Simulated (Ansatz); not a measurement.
# TiSi2: valence-band photoemission

Wanted: projected DOS of TiSi2, weighted into photoemission and X-ray emission spectra, at several levels of theory.

Program: Ansatz 0.2.0. Level of theory: DFT, PBE, plane-wave PAW, default files, scalar-relativistic, in the first sound run; inputs show where later runs differ. Results are calculated unless marked as measured.

The database entry behind the starting cell is an old determination (1939), so it need not match the best structure at ambient conditions.

## 1. Set-up

It takes space group Fddd (No. 70, orthorhombic). Conventional cell: a = 4.773 Å, b = 8.236 Å, c = 8.523 Å, α = 90.00°, β = 90.00°, γ = 90.00°. Nearest to Ti lie 10 Si at 2.54 to 2.75 Å. Nearest to Si lie 5 Ti at 2.54 to 2.75 Å and 5 Si at 2.54 to 2.75 Å. Farther neighbours are not listed.

## 2. Self-consistent run, DOS and bands

First the ground state, then the DOS by atom and shell, which the cross sections turn into spectra. The DOS is taken on a denser mesh than the density.

input.yaml reads:

```yaml
crystal:
  lattice:
    - [0.0, 4.118, 4.2615]
    - [2.3865, 0.0, 4.2615]
    - [2.3865, 4.118, 0.0]
  atoms:
    - { symbol: Ti, position: [0.5, 0.5, 0.5] }
    - { symbol: Ti, position: [0.75, 0.75, 0.75] }
    - { symbol: Si, position: [0.833, 0.167, 0.833] }
    - { symbol: Si, position: [0.167, 0.833, 0.167] }
    - { symbol: Si, position: [0.417, 0.083, 0.417] }
    - { symbol: Si, position: [0.083, 0.417, 0.083] }
kpoints:
  mp_grid: { grid: [10, 10, 10] }
  band_path:
    path:
      - [[0.0, 0.0, 0.0], [0.5, 0.0, 0.5], [1.0, 0.5, 0.5], [0.5, 0.5, 0.0], [0.0, 0.0, 0.0], [0.0, 0.412367, 0.412367]]
      - [[1.0, 0.587633, 0.587633], [1.0, 0.5, 0.5]]
      - [[0.5, 0.0, 0.5], [0.5, 0.244441, 0.744441]]
      - [[0.5, 0.755559, 0.255559], [0.5, 0.5, 0.0]]
      - [[0.0, 0.0, 0.0], [0.5, 0.5, 0.5]]
    npoints: 10
scf:
  occupations: { method: fermi_dirac, width: 0.05 }
  n_extra_bands: 16
hamiltonian:
  xc: pbe
  pseudopotentials: { kind: paw }
output:
  forces: true
  stress: true
  dos:
    projected: true
    de: 0.05
    e_range: [-30, 12]
    nscf_kmesh: { grid: [16, 16, 16] }
  fatbands: true
```

The run is started by

```sh
$ ansatz run input.yaml --threads 2 --pin off --max-ram 4096MiB --backend cpu --events-out ev --progress --plain --runs-dir out
```

Numbers of over 12 decimals in the logs are rounded to 6 here.

Log:

```text
scf.n_extra_bands = 16 over 20 filled bands (N_el = 40.0): the run solves 36 bands
Engine: ansatz 0.2.0, aarch64-unknown-linux-gnu
Pseudopotentials: kind: paw
Pseudopotential: Ti, paw, valence charge 12, recommended cutoff 420 eV (normal), Ti.paw.azcp
Pseudopotential: Si, paw, valence charge 4, recommended cutoff 420 eV (normal), Si.paw.azcp
Functional definition: PBE
  parameter kappa = 0.804
  parameter beta = 0.066725
  exchange = pbe_x(kappa = kappa, mu = beta*pi^2/3)
  correlation = pbe_c(beta = beta)
Crystal: 6 atoms, lattice volume = 83.761 Å³
Basis set: ecut = 420 eV, 1617 PW (Γ), exchange–correlation on 80×72×64 points (8 copies of the dense FFT grid, shifted against one another)
Bands: 36, of which v1, the nominal top of the filled ones, is band 20 counted from 1 (19 counted from 0)
Symmetry: 8 space group operations
Space group: Fddd (ITA 70), of the structure as read, at distance tolerance 4.4e-5 Å
k-points: 171 of 1000
Non-local potential: Ti, projectors of the file, l = 0: 3, l = 1: 2, l = 2: 3, l = 3: 1
Non-local potential: Si, projectors of the file, l = 0: 2, l = 1: 2, l = 2: 2
PAW form: soft (Blöchl's): semilocal exchange-correlation on the pseudo side does not see the compensation charge
PAW one-centre angular grid: Ti, 590 points (default); XC on 64 Gauss nodes
PAW one-centre angular grid: Si, 110 points (default); XC on 64 Gauss nodes
Initial density: superposition of atomic densities (neutral atoms: chi_scale 0, normalization atom), corrected by the library's trained network
Initial wavefunctions: pseudopotential atomic-orbital guess
Functional: x = pbe(κ = 0.804, μ = 0.219515), c = pbe(β = 0.066725)
SCF iter   1: F=—  HF=-7545.914463 eV  |F-HF|=—  |Δ(HF+E_count)|=         —  Δρ=4.12e-3  dr2=2.05e-2  ethr=1.77e-3  ⟨swp⟩=5.0  Hψ=27587  notcnv=0  defer=264
preconditioner: auto → Kerker (q_TF=auto, 2.412 Å⁻¹)  [metal: Δε(μ)=0.018 eV  Ē_g=8.689 eV  σ=0.050 eV  W_gap=0.09  n_scr=16 (ndim 8)  ℏωp=19.9 eV  f_vac=0.000  D(μ)=2.02/eV (n_scr^D=12)]
SCF iter   2: F=—  HF=-7545.912988 eV  |F-HF|=—  |Δ(HF+E_count)|=   1.47e-3  Δρ=2.34e-3  dr2=6.72e-3  ethr=5.11e-5  ⟨swp⟩=1.0  Hψ=7530  notcnv=0  defer=896
SCF iter   3: F=—  HF=-7545.912152 eV  |F-HF|=—  |Δ(HF+E_count)|=   8.36e-4  Δρ=2.45e-4  dr2=7.46e-5  ethr=1.68e-5  ⟨swp⟩=2.2  Hψ=6100  notcnv=0  defer=896
SCF iter   4: F=—  HF=-7545.912146 eV  |F-HF|=—  |Δ(HF+E_count)|=   6.14e-6  Δρ=6.24e-5  dr2=2.02e-6  ethr=1.86e-7  ⟨swp⟩=2.2  Hψ=6796  notcnv=0  defer=896
SCF iter   5: F=—  HF=-7545.912146 eV  |F-HF|=—  |Δ(HF+E_count)|=   2.12e-7  Δρ=1.39e-5  dr2=1.23e-7  ethr=5.05e-9  ⟨swp⟩=2.7  Hψ=7527  notcnv=0  defer=896
SCF iter   6: F=-7545.912146 eV  HF=-7545.912146 eV  |F-HF|=5.52e-10  |Δ(HF+E_count)|=   7.95e-9  Δρ=1.84e-6  dr2=2.19e-9  ethr=2.50e-10  ⟨swp⟩=8.1  Hψ=26118  notcnv=0
SCF 1 converged in 6 iterations: F = -7545.912146 eV  dr2 = 2.19e-9
  greatest PAW one-centre occupation: 0.999 electrons in one spin orbital (limit 2), on the Ti atom at site 1 (counted from 0), in its partial waves of l = 0
NSCF: frozen V_eff on 95 k-points
NSCF: frozen V_eff on 621 k-points
SCF converged after 6 iterations
Free energy (F): -7545.912146 eV
Harris-Foulkes:  -7545.912146 eV  (|F-HF|=5.52e-10)
Internal energy: -7545.895164 eV  (E = F + TS)
E sigma→0 (E₀):  -7545.903655 eV
Entropy (-TS):   -0.016982 eV (-2.830 meV/atom)
Fermi energy:    12.671599 eV
--- Per-component energies (eV) ---
  E_band       = -212.302241
  E_kinetic    = 720.294293
  E_local      = -2028.173929  (includes V_loc(G=0)·N_el)
  E_nonlocal   = 117.094407
  E_hartree    = 886.270418
  E_xc         = -423.761162
  E_vxc        = -441.880443  (∫ρ·V_xc dr)
  E_paw        = -4146.270138  (= ΣΔE_a)
  E_vpaw       = -352.176184  (= ΣTr[D̂ρ^β])
  E_aug_tail   = 0.000236  (compensation charges beyond the density's cutoff)
  E_ewald      = -2671.349290
  E_smearing   = -0.016982  (= −TS)
  E_closure    = 0.000000  (closes the sum)
  Σ components = -7545.912146   (vs F -7545.912146, Δ=0.00e0)
--- Forces (eV/Å), atoms counted from 1 ---
  atom   1  Ti     0.00000000     0.00000000     0.00000000
  atom   2  Ti     0.00000000     0.00000000     0.00000000
  atom   3  Si     0.00000000     0.20227022     0.00000000
  atom   4  Si     0.00000000    -0.20227022     0.00000000
  atom   5  Si     0.00000000    -0.20227022     0.00000000
  atom   6  Si     0.00000000     0.20227022     0.00000000
  max |Σ_I F_I| component: 5.55e-17 eV/Å
--- Stress (GPa, compression-positive) ---
        3.004480       0.000000       0.000000
        0.000000       1.732959       0.000000
        0.000000       0.000000       2.132909
  P = ⅓ Tr σ = 2.2901 GPa (22.901 kbar)
--- Band table (eV; the first three rows and the last of 171) ---
  k-point 0: bands = [... 16 lower, 10.4246, 10.7242, 10.9527, 11.1660, 11.7377, 14.6951, 15.8807, 15.9789, ... 12 higher]
  k-point 1: bands = [... 16 lower, 10.2548, 10.6734, 11.2060, 11.3403, 11.7154, 14.5874, 15.7467, 15.8264, ... 12 higher]
  k-point 2: bands = [... 16 lower, 10.7069, 10.9301, 11.4146, 11.5264, 12.0020, 14.2792, 15.4357, 15.5739, ... 12 higher]
  k-point 170: bands = [... 16 lower, 11.0655, 11.0655, 11.6385, 11.6385, 13.4792, 13.4792, 15.9023, 15.9023, ... 12 higher]
```

Wall time 46 s (2 threads of Arm Neoverse V2, shared host); peak memory 0.99 GiB; 92 s of CPU time.

This step gave:

```
free energy                                    : -7545.9121 eV
energy at zero smearing                        : -7545.9037 eV
smearing term TS                               : 0.01698 eV
Fermi energy                                   : 12.67 eV
symmetry operations                            : 8
pressure                                       : 2.290 GPa
zero of energy                                 : Fermi level
share of occupied states in no projected shell : 0.0181 of the occupied states in the window
DOS at the Fermi level                         : 2.179 states/eV/cell
```

The electronic bands at the labelled points (eV, zero at the Fermi level; # counts the bands kept):

| point | #9 | #10 | #11 | #12 | #13 | #14 | #15 | #16 |
| --- | --- | --- | --- | --- | --- | --- | --- | --- |
| Γ | -2.25 | -1.95 | -1.72 | -1.51 | -0.94 | 2.02 | 3.21 | 3.30 |
| halfway | -1.87 | -1.52 | -1.47 | -1.32 | -1.15 | 1.62 | 2.93 | 3.09 |
| Y | -2.41 | -2.41 | -0.85 | -0.85 | 1.26 | 1.26 | 3.29 | 3.29 |
| halfway | -1.11 | -1.11 | -0.73 | -0.73 | 0.97 | 0.97 | 2.63 | 2.63 |
| T | -1.27 | -1.27 | -0.66 | -0.66 | 0.93 | 0.93 | 2.29 | 2.29 |
| halfway | -1.32 | -1.32 | -0.55 | -0.55 | 0.79 | 0.79 | 2.04 | 2.04 |
| Z | -1.61 | -1.61 | -1.04 | -1.04 | 0.81 | 0.81 | 3.23 | 3.23 |
| halfway | -1.77 | -1.67 | -1.63 | -1.35 | -1.10 | 1.42 | 3.16 | 3.19 |
| Γ | -2.25 | -1.95 | -1.72 | -1.51 | -0.94 | 2.02 | 3.21 | 3.30 |
| halfway | -2.12 | -0.33 | -0.23 | 0.07 | 0.12 | 1.56 | 1.68 | 2.05 |
| Σ0 | -1.38 | -0.45 | 0.01 | 0.08 | 0.82 | 0.99 | 1.82 | 2.57 |
| jump to U0 | -1.38 | -0.45 | 0.01 | 0.08 | 0.82 | 0.99 | 1.82 | 2.57 |
| halfway | -1.04 | -0.84 | -0.59 | -0.28 | 0.90 | 0.95 | 2.05 | 2.50 |
| T | -1.27 | -1.27 | -0.66 | -0.66 | 0.93 | 0.93 | 2.29 | 2.29 |
| jump to Y | -2.41 | -2.41 | -0.85 | -0.85 | 1.26 | 1.26 | 3.29 | 3.29 |
| halfway | -1.56 | -1.56 | -1.18 | -1.18 | 1.34 | 1.34 | 2.80 | 2.80 |
| C0 | -1.74 | -1.74 | -1.34 | -1.34 | 1.40 | 1.40 | 2.14 | 2.14 |
| jump to A0 | -1.74 | -1.74 | -1.34 | -1.34 | 1.40 | 1.40 | 2.14 | 2.14 |
| halfway | -1.75 | -1.75 | -1.18 | -1.18 | 1.24 | 1.24 | 1.83 | 1.83 |
| Z | -1.61 | -1.61 | -1.04 | -1.04 | 0.81 | 0.81 | 3.23 | 3.23 |
| jump to Γ | -2.25 | -1.95 | -1.72 | -1.51 | -0.94 | 2.02 | 3.21 | 3.30 |
| halfway | -1.80 | -1.42 | -1.22 | -1.02 | -0.36 | 1.41 | 2.65 | 2.73 |
| L | -1.98 | -1.09 | -0.05 | 0.17 | 1.04 | 1.35 | 1.77 | 2.25 |

Of the projections kept (Ti s, Ti d, Si s, Si p, not projected), the largest for each band there; the rest of the weight can lie on other orbitals:

| point | #9 | #10 | #11 | #12 | #13 | #14 | #15 | #16 |
| --- | --- | --- | --- | --- | --- | --- | --- | --- |
| Γ | Si p 0.55 | Si p 0.95 | Si p 0.75 | Si p 0.66 | Ti d 0.81 | Ti d 0.98 | Ti d 0.68 | Ti d 0.43 |
| Y | Ti d 0.40 | Ti d 0.40 | Ti d 0.74 | Ti d 0.74 | Ti d 0.80 | Ti d 0.80 | Ti d 0.69 | Ti d 0.69 |
| T | Ti d 0.56 | Ti d 0.56 | Ti d 0.61 | Ti d 0.61 | Ti d 0.75 | Ti d 0.75 | Ti d 0.59 | Ti d 0.59 |
| Z | Si p 0.74 | Si p 0.74 | Ti d 0.72 | Ti d 0.72 | Ti d 0.64 | Ti d 0.64 | Ti d 0.58 | Ti d 0.58 |
| Γ | Si p 0.55 | Si p 0.95 | Si p 0.75 | Si p 0.66 | Ti d 0.81 | Ti d 0.98 | Ti d 0.68 | Ti d 0.43 |
| Σ0 | Si p 0.51 | Ti d 0.71 | Ti d 0.70 | Ti d 0.78 | Ti d 0.75 | Ti d 0.84 | Si p 0.49 | Ti d 0.82 |

The DOS has structure finer than the step of the table below, so its rows give means over 0.5 eV, whole bins alone (the curve runs from -14.1 to 7.03 eV). Peaks (eV: height): total -1.07: 5.72, 2.83: 8.29, 3.62: 5.78, 4.22: 6.35; Si 3p -4.67: 1.54, -2.08: 2.56, -1.57: 2.60, 4.22: 2.06; Ti 3d -1.07: 3.34, 1.32: 3.00, 2.83: 5.62, 3.62: 2.73; Si 3s -10.57: 0.831, -8.18: 0.887, 3.12: 0.941, 3.62: 0.830; Ti 4s -11.47: 0.182, -4.17: 0.142, 4.03: 0.512, 5.83: 0.246.

* holds the states left over by the projection beside any projected weight of its own. DOS against E, zero at the Fermi level; means over each step; values in states/eV/cell:

| E (eV) | total | Si 3p | Ti 3d | Si 3s | Ti 4s | Ti 4p* |
| --- | --- | --- | --- | --- | --- | --- |
| -13.0 | 0 | 0 | 0 | 0 | 0 | 0 |
| -12.5 | 0.152 | 0.00748 | 2.7e-4 | 0.0781 | 0.0653 | 3.2e-4 |
| -12.0 | 0.468 | 0.0554 | 0.00211 | 0.243 | 0.165 | 0.00296 |
| -11.5 | 0.688 | 0.131 | 0.00680 | 0.361 | 0.181 | 0.00737 |
| -11.0 | 0.939 | 0.235 | 0.0169 | 0.507 | 0.166 | 0.0131 |
| -10.5 | 1.32 | 0.391 | 0.0386 | 0.744 | 0.120 | 0.0224 |
| -10.0 | 0.805 | 0.265 | 0.0364 | 0.434 | 0.0563 | 0.0132 |
| -9.5 | 1.16 | 0.411 | 0.0723 | 0.575 | 0.0826 | 0.0167 |
| -9.0 | 1.18 | 0.432 | 0.0846 | 0.584 | 0.0647 | 0.0171 |
| -8.5 | 1.28 | 0.458 | 0.109 | 0.639 | 0.0590 | 0.0191 |
| -8.0 | 1.80 | 0.638 | 0.202 | 0.844 | 0.0952 | 0.0220 |
| -7.5 | 1.23 | 0.448 | 0.154 | 0.562 | 0.0491 | 0.0144 |
| -7.0 | 1.08 | 0.412 | 0.133 | 0.472 | 0.0520 | 0.0133 |
| -6.5 | 1.32 | 0.471 | 0.165 | 0.599 | 0.0694 | 0.0186 |
| -6.0 | 1.61 | 0.562 | 0.202 | 0.740 | 0.0750 | 0.0274 |
| -5.5 | 1.14 | 0.540 | 0.156 | 0.346 | 0.0798 | 0.0162 |
| -5.0 | 1.73 | 1.16 | 0.202 | 0.228 | 0.113 | 0.0274 |
| -4.5 | 2.09 | 1.32 | 0.307 | 0.303 | 0.123 | 0.0357 |
| -4.0 | 2.09 | 1.28 | 0.338 | 0.301 | 0.132 | 0.0405 |
| -3.5 | 2.29 | 1.42 | 0.397 | 0.315 | 0.109 | 0.0543 |
| -3.0 | 2.69 | 1.60 | 0.590 | 0.316 | 0.107 | 0.0731 |
| -2.5 | 3.17 | 1.91 | 0.799 | 0.293 | 0.0647 | 0.0986 |
| -2.0 | 3.96 | 2.22 | 1.31 | 0.254 | 0.0521 | 0.128 |
| -1.5 | 4.81 | 2.29 | 2.10 | 0.186 | 0.0537 | 0.177 |
| -1.0 | 4.82 | 1.66 | 2.80 | 0.143 | 0.0312 | 0.190 |
| -0.5 | 2.99 | 0.838 | 1.92 | 0.0974 | 0.0158 | 0.122 |
| 0.0 | 2.15 | 0.501 | 1.49 | 0.0590 | 0.0109 | 0.0930 |
| 0.5 | 1.55 | 0.332 | 1.09 | 0.0432 | 0.00892 | 0.0767 |
| 1.0 | 3.36 | 0.607 | 2.44 | 0.118 | 0.0225 | 0.174 |
| 1.5 | 2.63 | 0.376 | 1.92 | 0.159 | 0.0410 | 0.137 |
| 2.0 | 2.31 | 0.677 | 1.28 | 0.233 | 0.0333 | 0.0952 |
| 2.5 | 5.75 | 1.18 | 3.64 | 0.552 | 0.0966 | 0.283 |
| 3.0 | 6.77 | 1.02 | 4.45 | 0.824 | 0.140 | 0.336 |
| 3.5 | 4.46 | 0.933 | 2.17 | 0.625 | 0.261 | 0.472 |
| 4.0 | 5.46 | 1.58 | 2.29 | 0.606 | 0.393 | 0.585 |
| 4.5 | 4.56 | 1.56 | 1.61 | 0.470 | 0.290 | 0.631 |
| 5.0 | 3.50 | 1.40 | 1.03 | 0.314 | 0.210 | 0.550 |
| 5.5 | 3.23 | 1.42 | 0.808 | 0.216 | 0.197 | 0.586 |
| 6.0 | 3.30 | 1.56 | 0.669 | 0.223 | 0.214 | 0.638 |
| 6.5 | 3.73 | 1.86 | 0.645 | 0.194 | 0.240 | 0.791 |

This run's widths, added to any smearing of the DOS itself: Gaussian 0.2 eV, Lorentzian 0.2 eV. Intensity against binding energy, zero at the Fermi level; values in % of the maximum within 13 eV:

| binding energy (eV) | 21.2 eV | 60 eV | 1486.7 eV | 5950 eV | 8047.8 eV |
| --- | --- | --- | --- | --- | --- |
| -1.0 | 1.79 | 1.80 | 2.08 | 1.01 | 0.932 |
| -0.5 | 4.05 | 4.05 | 4.09 | 1.75 | 1.60 |
| 0.0 | 32.2 | 31.7 | 26.4 | 9.11 | 8.01 |
| 0.5 | 67.5 | 66.8 | 58.6 | 21.1 | 18.6 |
| 1.0 | 96.4 | 96.1 | 90.2 | 32.8 | 28.9 |
| 1.5 | 77.5 | 79.1 | 95.5 | 41.0 | 36.9 |
| 2.0 | 53.0 | 55.7 | 89.2 | 46.4 | 43.0 |
| 2.5 | 34.3 | 37.3 | 79.2 | 48.5 | 46.0 |
| 3.0 | 26.0 | 28.8 | 74.5 | 51.6 | 49.8 |
| 3.5 | 18.9 | 21.6 | 68.1 | 50.6 | 49.2 |
| 4.0 | 16.2 | 18.7 | 64.6 | 50.1 | 49.0 |
| 4.5 | 14.6 | 17.2 | 63.7 | 49.7 | 48.6 |
| 5.0 | 10.7 | 13.1 | 53.8 | 42.4 | 41.6 |
| 5.5 | 8.21 | 9.95 | 54.3 | 50.2 | 49.9 |
| 6.0 | 9.90 | 12.4 | 87.5 | 85.9 | 85.8 |
| 6.5 | 8.30 | 10.4 | 74.3 | 73.2 | 73.1 |
| 7.0 | 7.03 | 8.83 | 62.8 | 61.5 | 61.4 |
| 7.5 | 7.78 | 9.81 | 71.6 | 70.5 | 70.4 |
| 8.0 | 9.72 | 12.5 | 98.8 | 98.5 | 98.5 |
| 8.5 | 6.39 | 8.65 | 78.4 | 78.8 | 78.7 |
| 9.0 | 5.30 | 7.41 | 72.1 | 72.8 | 72.8 |
| 9.5 | 4.63 | 6.65 | 69.4 | 70.9 | 71.1 |
| 10.0 | 3.02 | 4.61 | 55.1 | 57.0 | 57.2 |
| 10.5 | 3.60 | 5.95 | 83.0 | 87.5 | 88.0 |
| 11.0 | 2.09 | 4.01 | 62.6 | 68.2 | 69.1 |
| 11.5 | - | 2.69 | 47.0 | 53.0 | 54.0 |
| 12.0 | - | 1.70 | 32.9 | 38.2 | 39.1 |
| 12.5 | - | 0.692 | 13.2 | 15.6 | 16.0 |
| 13.0 | - | 0.218 | 2.55 | 2.81 | 2.85 |
| 13.5 | - | 0.153 | 1.43 | 1.51 | 1.53 |
| 14.0 | - | 0.122 | 0.997 | 1.03 | 1.04 |

Maxima picked by a test of local sharpness, so broad peaks and shoulders can be missing; peaks within 0.45 eV of a curve's cut are left out. Valence peaks, by row:

| photon energy (eV) | binding energy (eV) | height (% of the maximum within 13 eV) | main shell | its share (%) |
| --- | --- | --- | --- | --- |
| 21.2 | 9.25 | 5.562 | Ti 3d | 58.95 |
| 21.2 | 7.95 | 9.791 | Ti 3d | 71.44 |
| 21.2 | 6.05 | 9.958 | Ti 3d | 74.09 |
| 21.2 | 1.1 | 100 | Ti 3d | 95.78 |
| 60 | 10.45 | 6.012 | Si 3s | 48.95 |
| 60 | 9.25 | 7.88 | Ti 3d | 40.07 |
| 60 | 8 | 12.55 | Ti 3d | 53.04 |
| 60 | 6.05 | 12.43 | Ti 3d | 57.17 |
| 60 | 1.1 | 100 | Ti 3d | 92.21 |
| 1487 | 10.5 | 83.4 | Si 3s | 85.24 |
| 1487 | 9.3 | 79.54 | Si 3s | 82.44 |
| 1487 | 8.1 | 100 | Si 3s | 81.93 |
| 1487 | 6.05 | 88.2 | Si 3s | 80.86 |
| 1487 | 4.6 | 64.22 | Si 3s | 48.5 |
| 1487 | 3.7 | 69.45 | Si 3s | 48.42 |
| 1487 | 2.7 | 80.12 | Si 3s | 39.46 |
| 1487 | 2.05 | 90.35 | Si 3p | 41.09 |
| 1487 | 1.25 | 99.39 | Ti 3d | 44.44 |
| 5950 | 10.55 | 88.04 | Si 3s | 87.92 |
| 5950 | 9.3 | 81.04 | Si 3s | 88.54 |
| 5950 | 8.1 | 100 | Si 3s | 89.66 |
| 5950 | 6.1 | 86.83 | Si 3s | 89.92 |
| 5950 | 4.55 | 49.83 | Si 3s | 68.67 |
| 5950 | 3.75 | 52.87 | Si 3s | 69.77 |
| 5950 | 2.85 | 52.81 | Si 3s | 66.94 |
| 5950 | 2.15 | 48.24 | Si 3s | 62.74 |
| 8048 | 10.55 | 88.58 | Si 3s | 87.73 |
| 8048 | 9.3 | 81.21 | Si 3s | 88.71 |
| 8048 | 8.1 | 100 | Si 3s | 90.01 |
| 8048 | 6.1 | 86.71 | Si 3s | 90.41 |
| 8048 | 4.55 | 48.78 | Si 3s | 70.43 |
| 8048 | 3.75 | 51.63 | Si 3s | 71.74 |
| 8048 | 2.85 | 50.78 | Si 3s | 69.9 |

Shapes are the site's partial DOS without matrix elements, which overweights lines from ligand s bands. Table of intensity by emission energy less the core level's binding energy, zero at the Fermi level; read off at these points; values in % of the unpolarised maximum:

| emission energy less the core level's binding energy (eV) | Ti L-alpha | Si K-beta | Si K-beta, E along x | Si K-beta, E along y | Si K-beta, E along z | Si L2,3 |
| --- | --- | --- | --- | --- | --- | --- |
| -14.00 | 0.0920 | 0.718 | 0.701 | 0.701 | 0.752 | 0.0714 |
| -13.50 | 0.105 | 0.912 | 0.882 | 0.893 | 0.959 | 0.152 |
| -13.00 | 0.126 | 1.31 | 1.25 | 1.30 | 1.39 | 1.84 |
| -12.50 | 0.175 | 2.36 | 2.20 | 2.36 | 2.51 | 12.7 |
| -12.00 | 0.295 | 4.61 | 4.29 | 4.60 | 4.95 | 31.2 |
| -11.50 | 0.549 | 8.11 | 7.63 | 7.99 | 8.71 | 48.5 |
| -11.00 | 1.03 | 12.6 | 12.0 | 12.3 | 13.5 | 69.6 |
| -10.50 | 1.65 | 16.1 | 14.8 | 15.9 | 17.6 | 83.9 |
| -10.00 | 2.17 | 17.2 | 14.3 | 17.4 | 20.0 | 68.9 |
| -9.50 | 3.14 | 19.9 | 16.3 | 19.8 | 23.6 | 72.6 |
| -9.00 | 4.08 | 22.5 | 19.5 | 21.5 | 26.4 | 78.8 |
| -8.50 | 5.55 | 25.1 | 24.2 | 22.5 | 28.5 | 88.3 |
| -8.00 | 7.38 | 27.3 | 29.0 | 23.1 | 29.8 | 99.3 |
| -7.50 | 7.16 | 25.6 | 28.5 | 21.6 | 26.8 | 79.6 |
| -7.00 | 6.68 | 24.7 | 28.2 | 21.2 | 24.7 | 67.5 |
| -6.50 | 7.60 | 26.8 | 31.4 | 23.1 | 26.0 | 79.4 |
| -6.00 | 8.43 | 30.6 | 36.2 | 27.4 | 28.1 | 84.3 |
| -5.50 | 8.40 | 38.2 | 43.1 | 39.5 | 32.0 | 53.7 |
| -5.00 | 10.2 | 52.5 | 56.7 | 59.5 | 41.4 | 35.6 |
| -4.50 | 13.3 | 62.1 | 68.0 | 65.4 | 52.9 | 37.8 |
| -4.00 | 15.9 | 66.4 | 72.7 | 59.5 | 66.9 | 40.4 |
| -3.50 | 19.9 | 72.3 | 74.2 | 61.7 | 81.0 | 41.5 |
| -3.00 | 27.4 | 81.5 | 80.1 | 71.6 | 92.9 | 41.1 |
| -2.50 | 39.6 | 92.8 | 93.8 | 84.9 | 99.8 | 38.8 |
| -2.08 | 55.3 | 99.2 | 99.8 | 97.7 | 100 | 33.8 |
| -2.00 | 59.0 | 99.7 | 99.3 | 100 | 99.6 | 32.6 |
| -1.88 | 65.0 | 100.0 | 97.9 | 104 | 98.3 | 30.8 |
| -1.50 | 86.5 | 95.9 | 88.6 | 110 | 88.9 | 25.1 |
| -1.08 | 100.0 | 80.1 | 72.6 | 97.1 | 70.4 | 19.9 |
| -1.00 | 99.4 | 75.8 | 68.8 | 92.0 | 66.4 | 18.9 |
| -0.50 | 78.2 | 47.5 | 43.9 | 56.0 | 42.2 | 12.6 |
| 0.00 | 40.4 | 24.0 | 22.2 | 27.7 | 21.6 | 5.36 |
| 0.50 | 10.7 | 9.88 | 9.17 | 11.2 | 8.93 | 0.773 |
| 1.00 | 2.87 | 4.76 | 4.49 | 5.28 | 4.41 | 0.0724 |

Recipe: projected DOS times atomic cross section and asymmetry factor (linear light, 54.7° from the polarisation), occupied states only, Fermi edge at 20 K, a Lorentzian width of 0.2 eV growing by 0 eV per eV of binding energy, and a resolution of 0.2 eV. Curves are cut 10 eV under the photon energy, above any shell that the free atom's threshold puts out of reach, or at the lower edge of the window: 11.2 eV at 21.2 eV, 14.1 eV at 60 eV, 14.1 eV at 1486.7 eV, 14.1 eV at 5950 eV and 14.1 eV at 8047.8 eV. A star in tables and legends marks shells that hold the states left over by the projection (1.8 % of the filled ones), a stand-in for orbitals that the files don't project on. Matrix elements of the solid and inelastic losses aren't modelled, nor non-dipole terms, which matter above 3 keV.

How the area divides among the shells (%):

| shell | 21.2 eV | 60 eV | 1486.7 eV | 5950 eV | 8047.8 eV |
| --- | --- | --- | --- | --- | --- |
| Ti 4s | 0.4 | 0.5 | 5.5 | 10.5 | 11.6 |
| Ti 3d | 87.9 | 77.5 | 13.1 | 1.8 | 1.1 |
| Si 3s | 3.2 | 7.5 | 60.0 | 79.6 | 81.0 |
| Si 3p | 8.3 | 14.4 | 20.8 | 7.7 | 5.9 |

Cross sections used, in Mb an electron:

| shell | 21.2 eV | 60 eV | 1486.7 eV | 5950 eV | 8047.8 eV |
| --- | --- | --- | --- | --- | --- |
| Ti 4s | 0.081 | 0.043 | 2.3e-4 | 1.0e-5 | 4.7e-6 |
| Ti 3d | 2.5 | 1.2 | 9.2e-5 | 3.0e-7 | 7.8e-8 |
| Si 3s | 0.13 | 0.15 | 5.3e-4 | 1.6e-5 | 7.1e-6 |
| Si 3p | 0.15 | 0.13 | 8.8e-5 | 7.5e-7 | 2.4e-7 |

At the Fermi level the DOS is 2.18 states/eV a cell, and on the broadened curves Ti 3d holds 70 % of the total there.

(Part 1 of 3 ends here.)

[Logs are printed without paths, hosts, clocks, repeated set-up lines and the standing remarks that a program may print on its own settings, such as how far it seeks lower states.]

[Hosts, paths, dates, database ids (printed as entryN), source tags and the programs' standing remarks are cut or masked in the printed files.]

[Maps of the electrostatic potential energy from Ansatz leave out the sawtooth potential of an applied field or a dipole correction, so their vacuum need not be flat; work functions include it.]

[Peak lists hold at most the 14 tallest peaks of each spectrum; further lines can be left out.]
